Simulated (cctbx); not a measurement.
**Te4S9 with cctbx, script by script**

Library: cctbx 2025.11. The data are simulated by the first script.

## 1. Simulate the data

run.py:

```python
from cctbx import adptbx, crystal, miller, sgtbx, xray
from cctbx.array_family import flex
from iotbx.shelx import hklf
from scitbx import matrix
import scitbx.random

cs = crystal.symmetry(unit_cell=(10.994, 10.994, 17.346, 90, 90, 120), space_group_symbol='Hall: -R 3')  # R-3
atoms = [  # label, site, U (iso, or U11 U22 U33 U12 U13 U23 in A^2), occupancy
    ("Te1", (1/3, 2/3, 0.8483), 0.0044, 1),
    ("Te2", (0.0417, 0.3972, 0.2467), 0.0050, 1),
    ("S1", (0.5589, 0.9236, 0.2112), 0.0065, 1),
    ("S2", (0.5064, 0.8274, 0.4075), 0.0079, 0.94),
    ("S3", (0.8487, 0.0237, 0.1005), 0.0065, 1),
]
xs = xray.structure(crystal_symmetry=cs)
for label, site, u, occ in atoms:
    u = adptbx.u_cif_as_u_star(cs.unit_cell(), u) if isinstance(u, tuple) else u
    xs.add_scatterer(xray.scatterer(label, site=site, u=u, occupancy=occ))
xs.set_inelastic_form_factors(0.71073, "sasaki")
xs.show_summary()
p1 = xs.expand_to_p1()
ms = miller.build_set(p1, anomalous_flag=True, d_min=0.7)
flex.set_random_seed(404072)
scitbx.random.set_random_seed(404072)
ms = ms.select(flex.random_double(ms.size()) < 0.8)
i = ms.structure_factors_from_scatterers(p1, algorithm="direct").f_calc().as_intensity_array().data()
i = i * 20000 / flex.max(i)
sig = flex.sqrt(i + flex.pow2(0.04 * i) + 8 ** 2)
noise = scitbx.random.variate(scitbx.random.normal_distribution())(i.size())
data = ms.array(data=i + sig * noise, sigmas=sig).set_observation_type_xray_intensity()
with open("data.hkl", "w") as f:
    data.export_as_shelx_hklf(f)
print("reflections written:", data.size(), " <I/sigma> = %.1f" % flex.mean(data.data() / data.sigmas()))
for h, a, b in list(data.sort("data"))[:12]:
    print("%4d%4d%4d %9.1f %7.1f" % (h + (a, b)))
```

```console
$ python run.py
```

```text
Number of scatterers: 5
At special positions: 1
Unit cell: (10.994, 10.994, 17.346, 90, 90, 120)
Space group: R -3 :H (No. 148)
reflections written: 17820  <I/sigma> = 4.7
   0   0  -6   20004.1   812.4
   0   0   6   19382.4   812.4
  -1   2  -9   17834.0   654.9
  -1   2   3   17760.2   685.2
  -2   1  -3   17517.6   685.2
  -1  -1  -9   17403.0   654.9
   2  -1   3   17229.7   685.2
   1  -2  -3   16660.0   685.2
   1   1  -3   16630.5   685.2
   2  -1  -9   16205.5   654.9
   2  -5  -2   15885.4   610.1
  -5   3  -2   15699.7   610.1
```

It took 0.54 s on 1 thread of Arm Neoverse N1 (shared host), peak memory 0.08 GiB.

## 2. Refinement

run.py:

```python
import math
from cctbx import adptbx, crystal, maptbx, sgtbx, xray
from cctbx.array_family import flex
from cctbx.xray import observations
from iotbx.shelx import hklf
from scitbx.lstbx import normal_eqns_solving
from smtbx import absolute_structure, utils
from smtbx.refinement import constraints, least_squares

cs = crystal.symmetry(unit_cell=(10.994, 10.994, 17.346, 90, 90, 120), space_group_symbol='Hall: -R 3')  # R-3
atoms = [  # label, site, U (iso, or U11 U22 U33 U12 U13 U23 in A^2), occupancy
    ("Te1", (1/3, 2/3, 0.8483), 0.0200, 1),
    ("Te2", (0.0417, 0.3972, 0.2467), 0.0200, 1),
    ("S1", (0.5589, 0.9236, 0.2112), 0.0200, 1),
    ("S2", (0.5064, 0.8274, 0.4075), 0.0200, 1),
    ("S3", (0.8487, 0.0237, 0.1005), 0.0200, 1),
]
xs = xray.structure(crystal_symmetry=cs)
for label, site, u, occ in atoms:
    u = adptbx.u_cif_as_u_star(cs.unit_cell(), u) if isinstance(u, tuple) else u
    xs.add_scatterer(xray.scatterer(label, site=site, u=u, occupancy=occ))
xs.set_inelastic_form_factors(0.71073, "sasaki")
xs.convert_to_anisotropic()
raw = hklf.reader(file_name="data.hkl").as_miller_arrays(crystal_symmetry=cs, anomalous=True)[0]
merged = raw.eliminate_sys_absent().merge_equivalents()
fo2 = merged.array().set_observation_type_xray_intensity()
print("Rint %.3f, %d unique reflections to %.2f A" % (merged.r_int(), fo2.size(), fo2.d_min()))
for sc in xs.scatterers():
    sc.flags.set_grad_site(True)
    sc.flags.set_grad_u_aniso(sc.flags.use_u_aniso())
    sc.flags.set_grad_u_iso(sc.flags.use_u_iso())
obs = fo2.as_xray_observations()
extra = {}
rep = constraints.reparametrisation(xs, [], utils.connectivity_table(xs), **extra)
ls = least_squares.crystallographic_ls(obs, rep, weighting_scheme=least_squares.mainstream_shelx_weighting(a=0, b=0))
print("cycle     R1     wR2    GooF  max shift (A)")
for cycle in range(12):
    ls.build_up()
    r1, wr2, goof = ls.r1_factor(cutoff_factor=2)[0], ls.wR2(), ls.goof()
    old = xs.sites_cart()
    normal_eqns_solving.levenberg_marquardt_iterations(ls, n_max_iterations=3, tau=1e-06, step_threshold=1e-7)
    big = flex.max((xs.sites_cart() - old).norms())
    print("%4d %7.4f %7.4f %7.3f %9.5f" % (cycle + 1, r1, wr2, goof, big))
    ls.build_up(objective_only=True)
    if abs(ls.wR2() - wr2) < 5e-5 and big < 5e-4:
        break
ls.build_up()
print("final R1 %.4f wR2 %.4f GooF %.3f  parameters %d  data/parameter %.1f" % (ls.r1_factor(cutoff_factor=2)[0], ls.wR2(), ls.goof(), ls.n_parameters, fo2.size() / ls.n_parameters))
cov = ls.covariance_matrix_and_annotations()
su = dict(zip(cov.annotations, (math.sqrt(max(v, 0)) for v in cov.matrix.matrix_packed_u_diagonal())))
a2 = cs.unit_cell().reciprocal_parameters()[0] ** -2
print("atom        x        y        z      Ueq    occ   su(xyz)  su(Uiso or U11)")
for sc in xs.scatterers():
    s = max(su.get(sc.label + k, 0) for k in (".x", ".y", ".z"))
    npd = "" if sc.is_positive_definite_u(cs.unit_cell()) else "  NPD"
    print("%-5s %8.5f %8.5f %8.5f %8.4f %6.3f %8.5f %7.4f%s" % ((sc.label,) + sc.site + (sc.u_iso_or_equiv(cs.unit_cell()), sc.occupancy, s, su.get(sc.label + ".uiso", su.get(sc.label + ".u11", 0) * a2), npd)))
fo = fo2.f_sq_as_f()
fc = fo.structure_factors_from_scatterers(xs, algorithm="direct").f_calc()
diff = fo.f_obs_minus_f_calc(1 / math.sqrt(ls.scale_factor()), fc).average_bijvoet_mates()
m = diff.fft_map(symmetry_flags=maptbx.use_space_group_symmetry, resolution_factor=0.25).apply_volume_scaling()
print("difference map: max %.2f min %.2f rms %.2f" % (m.statistics().max(), m.statistics().min(), m.statistics().sigma()))
peaks = m.peak_search(parameters=maptbx.peak_search_parameters(min_distance_sym_equiv=0.6, max_clusters=6)).all()
near = xs.closest_distances(peaks.sites(), distance_cutoff=4)
sps = cs.special_position_settings(min_distance_sym_equiv=0.5)
for k, (x, h) in enumerate(zip(peaks.sites(), peaks.heights())):
    ss = sps.site_symmetry(x)
    print("Q%-3d %7.4f %7.4f %7.4f %4d %7.2f  %.2f A from %s" % ((k + 1,) + tuple(t % 1 for t in ss.exact_site()) + (ss.multiplicity(), h, near.smallest_distances[k], xs.scatterers()[near.i_seqs[k]].label)))
```

```console
$ python run.py
```

```text
Rint 0.036, 1241 unique reflections to 0.70 A
cycle     R1     wR2    GooF  max shift (A)
   1  0.1460  0.3183  10.400   0.00112
   2  0.0132  0.0327   1.068   0.00000
final R1 0.0132 wR2 0.0327 GooF 1.068  parameters 39  data/parameter 31.8
atom        x        y        z      Ueq    occ   su(xyz)  su(Uiso or U11)
Te1    0.33333  0.66667  0.84831   0.0043  1.000  0.00001  0.0001
Te2    0.04169  0.39718  0.24670   0.0049  1.000  0.00001  0.0001
S1     0.55881  0.92361  0.21123   0.0063  1.000  0.00005  0.0002
S2     0.50641  0.82733  0.40751   0.0103  1.000  0.00006  0.0002
S3     0.84873  0.02370  0.10052   0.0064  1.000  0.00005  0.0002
difference map: max 0.69 min -0.91 rms 0.17
Q1    0.0000  0.0000  0.2203    6    0.70  0.67 A from Te1
Q2    0.0630  0.8067  0.7410   18    0.69  0.96 A from S2
Q3    0.0583  0.7912  0.4222   18    0.65  0.90 A from Te2
Q4    0.0000  0.0000  0.2738    6    0.65  1.60 A from Te1
Q5    0.0258  0.2557  0.0257   18    0.58  2.22 A from S1
Q6    0.0826  0.2285  0.0030   18    0.58  1.90 A from S3
```

Time: 0.62 s.

This run holds a fault made on purpose: disorder ignored: each site full, of its main element.

## 3. Refinement (occupancies of the disordered sites free, main element alone)

run.py, as its changes from the last script of this kind:

```diff
@@ -12,5 +12,5 @@
-    ("Te1", (1/3, 2/3, 0.8483), 0.0200, 1),
-    ("Te2", (0.0417, 0.3972, 0.2467), 0.0200, 1),
-    ("S1", (0.5589, 0.9236, 0.2112), 0.0200, 1),
-    ("S2", (0.5064, 0.8274, 0.4075), 0.0200, 1),
-    ("S3", (0.8487, 0.0237, 0.1005), 0.0200, 1),
+    ("Te1", (1/3, 2/3, 0.84831), 0.0120, 1),
+    ("Te2", (0.04169, 0.39718, 0.2467), 0.0120, 1),
+    ("S1", (0.55881, 0.92361, 0.21123), 0.0120, 1),
+    ("S2", (0.50641, 0.82733, 0.40751), 0.0120, 1),
+    ("S3", (0.84873, 0.0237, 0.10052), 0.0120, 1),
@@ -31,0 +32 @@
+    sc.flags.set_grad_occupancy(sc.label in ('S2',))
@@ -37 +38 @@
-for cycle in range(12):
+for cycle in range(20):
@@ -56,0 +58 @@
+print("su of occupancy S2: %.3f" % su["S2.occ"])
```

```console
$ python run.py
```

```text
Rint 0.036, 1241 unique reflections to 0.70 A
cycle     R1     wR2    GooF  max shift (A)
   1  0.0730  0.1663   5.437   0.00009
   2  0.0131  0.0324   1.058   0.00001
   3  0.0131  0.0322   1.051   0.00001
   4  0.0130  0.0319   1.044   0.00001
   5  0.0129  0.0317   1.037   0.00001
   6  0.0129  0.0315   1.031   0.00001
   7  0.0128  0.0314   1.025   0.00001
   8  0.0128  0.0312   1.020   0.00001
   9  0.0127  0.0310   1.015   0.00001
  10  0.0127  0.0309   1.010   0.00001
  11  0.0126  0.0308   1.005   0.00001
  12  0.0126  0.0306   1.001   0.00001
  13  0.0126  0.0305   0.997   0.00001
  14  0.0125  0.0304   0.994   0.00001
  15  0.0125  0.0303   0.990   0.00001
  16  0.0125  0.0302   0.987   0.00001
  17  0.0124  0.0301   0.984   0.00001
  18  0.0124  0.0300   0.981   0.00001
  19  0.0124  0.0299   0.978   0.00001
  20  0.0124  0.0298   0.976   0.00001
final R1 0.0123 wR2 0.0298 GooF 0.973  parameters 40  data/parameter 31.0
atom        x        y        z      Ueq    occ   su(xyz)  su(Uiso or U11)
Te1    0.33333  0.66667  0.84831   0.0043  1.000  0.00001  0.0001
Te2    0.04169  0.39718  0.24670   0.0049  1.000  0.00001  0.0001
S1     0.55882  0.92361  0.21123   0.0064  1.000  0.00005  0.0002
S2     0.50641  0.82733  0.40751   0.0092  0.970  0.00005  0.0002
S3     0.84873  0.02370  0.10052   0.0064  1.000  0.00005  0.0002
su of occupancy S2: 0.003
difference map: max 0.69 min -0.60 rms 0.16
Q1    0.0000  0.0000  0.2208    6    0.70  0.68 A from Te1
Q2    0.0587  0.7911  0.4223   18    0.66  0.90 A from Te2
Q3    0.0627  0.8069  0.7411   18    0.66  0.96 A from S2
Q4    0.0000  0.0000  0.2738    6    0.63  1.60 A from Te1
Q5    0.0259  0.2559  0.0255   18    0.58  2.23 A from S1
Q6    0.0825  0.2287  0.0029   18    0.57  1.90 A from S3
```

It took 1.5 s on 1 thread of Arm Neoverse N1 (shared host), peak memory 0.09 GiB.

[Logs are printed without paths, hosts, clocks, repeated set-up lines and the standing remarks that a program may print on its own settings, such as how far it seeks lower states.]
